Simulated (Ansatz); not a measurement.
# YbB, from a guessed structure to a relaxed one, part 2 of 2

Starting from a made-up structure for YbB, the aim is the relaxed cell, its shortest contacts and, where a second run follows, its electronic structure.

Ansatz 0.2.0; DFT, PBE, plane-wave PAW, default files, scalar-relativistic, ferromagnetic start, cell and ions relaxed at zero pressure (the session's first sound run).

So far: Starting point; Relaxing cell and atoms. The relaxed cell has a, b, c = 3.519, 12.949, 3.166 Å (conventional setting).

## (3) Electronic structure of the relaxed cell

With the geometry fixed, one more self-consistent run, with a narrower smearing and the mesh shown in its input, gives the bands, and its pressure, and its forces where symmetry allows any, show how far the geometry depends on these settings.

This step: DFT, PBE, plane-wave PAW, default files, scalar-relativistic, no spin, bands and density of states at the relaxed cell (Ansatz 0.2.0).

input.yaml

```yaml
crystal:
  lattice:
    - [1.7593913186, -6.4746900955, 0.0]
    - [1.7593913186, 6.4746900955, 0.0]
    - [0.0, 0.0, 3.166186473]
  atoms:
    - { symbol: Yb, position: [0.1299793651, 0.8700206349, 0.75] }
    - { symbol: Yb, position: [0.8700206349, 0.1299793651, 0.25] }
    - { symbol: B, position: [0.4812218534, 0.5187781466, 0.75] }
    - { symbol: B, position: [0.5187781466, 0.4812218534, 0.25] }
kpoints:
  mp_grid: { grid: [10, 10, 10] }
  band_path:
    path:
      - [[0.0, 0.0, 0.0], [0.2684598, 0.2684598, 0.0], [0.0, 0.5, 0.0], [0.0, 0.5, 0.5], [0.2684598, 0.2684598, 0.5], [0.0, 0.0, 0.5], [0.0, 0.0, 0.0], [-0.5, 0.5, 0.0], [-0.2684598, 0.7315402, 0.0], [-0.2684598, 0.7315402, 0.5], [-0.5, 0.5, 0.5], [-0.5, 0.5, 0.0]]
      - [[0.0, 0.0, 0.5], [-0.5, 0.5, 0.5]]
    npoints: 6
scf:
  occupations: { method: fermi_dirac, width: 0.03 }
  n_extra_bands: 8
hamiltonian:
  xc: pbe
  pseudopotentials: { kind: paw }
output:
  forces: true
  stress: true
  write_bands: true
  dos: { projected: true }
  write_density: true
  write_potential: true
  elf: true
  volumetric_format: npy
```

Command:

```bash
$ ansatz run input.yaml --threads 4 --pin off --max-ram 8192MiB --backend cpu --events-out ev --progress --plain --runs-dir out
```

Numbers of over 12 decimals in the logs are rounded to 6 here.

Output:

```text
Yb: projections on atomic orbitals take those of the free atom [Kr 4d10] 4f14 5s2 5p6 5d0 6s2, of charge +0.00 (hamiltonian.pseudopotentials.projection_atoms); the dataset's partial waves leave at most 1.5e-4 of an orbital's norm unspanned inside its sphere
[...]
Crystal: 4 atoms, lattice volume = 72.135 Å³
Basis set: ecut = 420 eV, 1395 PW (Γ), exchange–correlation on 90×90×48 points (8 copies of the dense FFT grid, shifted against one another)
Bands: 35, of which v1, the nominal top of the filled ones, is band 27 counted from 1 (26 counted from 0)
Symmetry: 8 space group operations
[...]
k-points: 186 of 1000
[...]
SCF iter   1: F=—  HF=-27902.930146 eV  |F-HF|=—  |Δ(HF+E_count)|=         —  Δρ=1.68e-2  dr2=2.45e-1  ethr=1.77e-3  ⟨swp⟩=5.5  Hψ=26522  notcnv=0  defer=8
[...]
SCF iter   9: F=-27902.893258 eV  HF=-27902.893258 eV  |F-HF|=1.59e-8  |Δ(HF+E_count)|=   6.04e-8  Δρ=4.40e-6  dr2=1.53e-8  ethr=1.85e-10  ⟨swp⟩=15.4  Hψ=60183  notcnv=0
SCF 1 converged in 9 iterations: F = -27902.893258 eV  dr2 = 1.53e-8
[...]
NSCF: frozen V_eff on 74 k-points
SCF converged after 9 iterations
Free energy (F): -27902.893258 eV
[...]
Internal energy: -27902.883209 eV  (E = F + TS)
E sigma→0 (E₀):  -27902.888233 eV
Entropy (-TS):   -0.010049 eV (-2.512 meV/atom)
Fermi energy:    12.304921 eV
[...]
--- Forces (eV/Å), atoms counted from 1 ---
  atom   1  Yb     0.00000000     0.00527895     0.00000000
  atom   2  Yb     0.00000000    -0.00527895     0.00000000
  atom   3  B      0.00000000    -0.00693440     0.00000000
  atom   4  B      0.00000000     0.00693440     0.00000000
  max |Σ_I F_I| component: 8.67e-19 eV/Å
--- Stress (GPa, compression-positive) ---
        0.071933       0.000000       0.000000
        0.000000       0.000083       0.000000
        0.000000       0.000000      -0.176310
  P = ⅓ Tr σ = -0.0348 GPa (-0.348 kbar)
--- Band table (eV; the first three rows and the last of 186) ---
  k-point 0: bands = [... 23 lower, 11.9965, 12.0475, 12.0654, 12.1968, 12.6706, 13.5072, 13.9796, 16.3596, ... 4 higher]
  k-point 1: bands = [... 23 lower, 12.0007, 12.0085, 12.0283, 12.2077, 13.1266, 13.6099, 14.1157, 16.3457, ... 4 higher]
  k-point 2: bands = [... 23 lower, 11.9957, 12.0053, 12.0064, 12.2446, 13.7194, 13.9549, 14.4497, 16.1283, ... 4 higher]
  k-point 185: bands = [... 23 lower, 12.0432, 12.0624, 12.0624, 12.9174, 12.9174, 13.2485, 13.2485, 15.4069, ... 4 higher]
```

Elapsed: 20 s, on 4 threads of Arm Neoverse N1, shared host; peak memory 0.64 GiB; 77 s of CPU time.

The column dr2 measures how far the density is from self-consistency, as an energy; F and HF (Harris–Foulkes) agree once it is small.

This step gave:

* free energy: -27902.8933 eV
* energy at zero smearing: -27902.8882 eV
* smearing term TS: 0.01005 eV
* Fermi energy: 12.30 eV
* pressure: -0.03476 GPa

From bands.tsv, the bands that come nearest the Fermi level along the path, at its corners, in eV from the Fermi level:

| point | band 24 | band 25 | band 26 | band 27 | band 28 | band 29 | band 30 | band 31 |
| --- | --- | --- | --- | --- | --- | --- | --- | --- |
| Γ | -0.31 | -0.26 | -0.24 | -0.11 | 0.37 | 1.20 | 1.67 | 4.05 |
| X | -0.28 | -0.27 | -0.26 | -0.23 | 0.18 | 0.82 | 1.47 | 5.10 |
| S | -0.27 | -0.27 | -0.27 | -0.22 | 0.10 | 0.65 | 1.70 | 4.92 |
| R | -0.29 | -0.28 | -0.28 | -0.23 | -0.23 | 1.99 | 1.99 | 4.00 |
| A | -0.30 | -0.27 | -0.27 | -0.25 | -0.25 | 2.11 | 2.11 | 4.04 |
| Z | -0.26 | -0.22 | -0.22 | 0.42 | 0.42 | 0.77 | 0.77 | 3.78 |
| Γ | -0.31 | -0.26 | -0.24 | -0.11 | 0.37 | 1.20 | 1.67 | 4.05 |
| Y | -0.28 | -0.27 | -0.21 | -0.19 | 0.02 | 0.65 | 0.85 | 5.59 |
| X1 | -0.28 | -0.27 | -0.26 | -0.23 | 0.18 | 0.82 | 1.47 | 5.10 |
| A1 | -0.30 | -0.27 | -0.27 | -0.25 | -0.25 | 2.11 | 2.11 | 4.04 |
| T | -0.26 | -0.24 | -0.24 | 0.61 | 0.61 | 0.94 | 0.94 | 3.10 |
| Y | -0.28 | -0.27 | -0.21 | -0.19 | 0.02 | 0.65 | 0.85 | 5.59 |
| Z | -0.26 | -0.22 | -0.22 | 0.42 | 0.42 | 0.77 | 0.77 | 3.78 |
| T | -0.26 | -0.24 | -0.24 | 0.61 | 0.61 | 0.94 | 0.94 | 3.10 |

Counts of states for the cell as run, both spins, by energy window (eV from the Fermi level):

```csv
from,to,total
-8,-7,0.47
-7,-6,0.40
-6,-5,0.40
-5,-4,1.05
-4,-3,1.38
-3,-2,1.74
-2,-1,1.83
-1,0,29.04
0,1,2.21
1,2,2.92
2,3,1.14
3,4,1.67
4,5,2.51
```

A further 17.7 states lie below the table's range.

Electrostatic potential energy in the ab plane of the cell as run, not the conventional one, at fractional z = 0.250, with atoms of Yb and B within 0.2 Å of it. With pseudopotentials it is smooth inside the atoms' cores, unlike the true potential.

Ten even steps from '_' (-49 eV) to '@' (15 eV), each cell a mean:
```
@@@@@@@@@@@@@@@@@@@@@@##==::::==##@@@@
@@@@@@@@@@@@@@@@@@@@%%**====++%%@@@@@@
@@@@@@@@@@@@@@@@@@@@%%****##%%@@@@@@@@
@@@@@@@@@@@@@@@@@@%%%%%%%%%%@@@@@@@@@@
@@@@@@@@@@@@@@@@@@@@%%@@@@@@@@@@@@@@@@
@@@@@@@@@@@@@@@@@@@@@@@@%%##%%@@@@@@@@
@@@@@@@@@@@@@@@@@@@@@@##++**%%@@@@@@@@
@@@@@@@@@@@@@@@@@@%%++::--**@@@@@@@@@@
@@@@@@@@@@@@@@@@%%++..__==%%@@@@@@@@@@
@@@@%%%%%%@@@@%%++____--%%@@@@@@@@@@@@
%%######%%@@@@**..__--##@@@@@@@@@@@@@@
**++++##%%@@##==..==%%@@@@@@@@@@@@@@%%
----++##@@%%**==++%%@@@@@@@@@@@@@@##++
..--**%%@@%%####@@@@@@@@@@@@@@@@##==::
..++%%@@@@@@@@@@@@@@@@@@@@@@@@##--____
==##@@@@@@@@@@@@@@@@@@@@@@@@##--______
##@@@@@@@@@@@@@@@@@@@@@@@@##==______--
@@@@@@@@@@@@@@@@@@@@@@@@%%++..____--**
@@@@@@@@@@@@@@@@@@@@@@%%**--__..--**@@
```
Columns run along a (6.7 Å; values clipped at the 3rd and 97th percentile), rows up along b (6.7 Å). Atoms in or near the plane, at fractional coordinates: Yb at (0.87, 0.13), B at (0.52, 0.48).

Valence density in the ab plane of the cell as run, not the conventional one, at fractional z = 0.250, with atoms of Yb and B within 0.2 Å of it. It is the smooth field of the valence electrons, not physical close to the nuclei.

Ten steps, logarithmic in the rise over the least value, from '0' (0 e/Å³) to '9' (34 e/Å³), each cell a mean:
```
0000000000014664200
0000000000023431000
0000000000122210000
0000000000011100000
0000000000000111000
0000000000011111000
0000000000111110000
0000000001112110000
0000000011111100000
0000000111111000000
0111001111110000000
2331011211100000001
5531011111000000013
7521111110000000147
7410111000000002589
5100000000000026898
2000000000000158996
0000000000001479862
0000000000003688520
```
Columns run along a (6.7 Å), rows up along b (6.7 Å). Atoms in or near the plane, at fractional coordinates: Yb at (0.87, 0.13), B at (0.52, 0.48).

ELF in the ab plane of the cell as run, not the conventional one, at fractional z = 0.250, with atoms of Yb and B within 0.2 Å of it. It is the smooth field of the valence electrons, not physical close to the nuclei.

Ten even steps from '_' (0.02) to '@' (0.80), each cell a mean:
```
::::..______::==++::__--##@@@@##--__..
::..______..==++--__..++####++::..::--
..______..==**==..__::====--..::==++--
..____..--**++::____........==****++::
____..--****--..______..--++######==..
..::==****--..____..::++****##%%**--..
::==++++--..____..--++++==**%%##==::..
==++==::______..==**==::::**%%**--::--
++::..______..==**==____==%%##++--==++
..__....____--**==____--%%%%**==++++==
..::--::....++++..__--##%%##++++++--..
==****--..==**--..==##%%##**++++--....
%%%%**::::****==++%%%%##****++::..::**
@@%%==..==######%%%%**++**++::__--##@@
@@**..--**%%%%%%##++++++++::__--%%@@@@
##::..++######++====++++::__--%%@@%%@@
--..--++**++------==++--..::%%@@%%@@%%
__::====--::..::--++--..::##@@@@@@%%==
..::--::..__..::++==....++@@@@@@%%==__
```
Columns run along a (6.7 Å), rows up along b (6.7 Å). Atoms in or near the plane, at fractional coordinates: Yb at (0.87, 0.13), B at (0.52, 0.48).

## (4) Summary of results

* space group, relaxed: Cmcm
* conventional cell: a = 3.519, b = 12.949, c = 3.166 Å; α = 90.0°, β = 90.0°, γ = 90.0°
* volume per atom: 18.03 Å³ (guess 20.59)
* total moment: 0.00 μB in the cell of 4 atoms

YbB relaxes to Cmcm with a = 3.519, b = 12.949 and c = 3.166 Å. The guessed volume was 14 % too large. The space group Cmcm was held in the relaxation, so the end point is a stationary structure within it and may be a saddle against distortions or other arrangements. The moments died out from this one start and weren't seeded again at the relaxed cell. The f shell may be open and has no Hubbard U, so its place in energy and the volume are uncertain. Bands cross the Fermi level, so it is a metal or semimetal at this level. On the 10×10×10 mesh with the narrower smearing (relaxed on 7×7×7) the largest force component is 0.007 eV/Å and the largest stress component is 0.176 GPa, against the relaxation's thresholds of 0.015 eV/Å and 0.05 GPa. The cutoff wasn't tested. A vector of the cell changed its length by 20 %, more than the volume shows. Spin-orbit coupling is left out, which can matter for elements this heavy. No dispersion term is used, so weakly bound directions may come out too long. Nothing here tests whether the compound is stable against decomposition.

[Logs are printed without paths, hosts, clocks, repeated set-up lines and the standing remarks that a program may print on its own settings, such as how far it seeks lower states.]

[Hosts, paths, dates, database ids (printed as entryN), source tags and the programs' standing remarks are cut or masked in the printed files.]
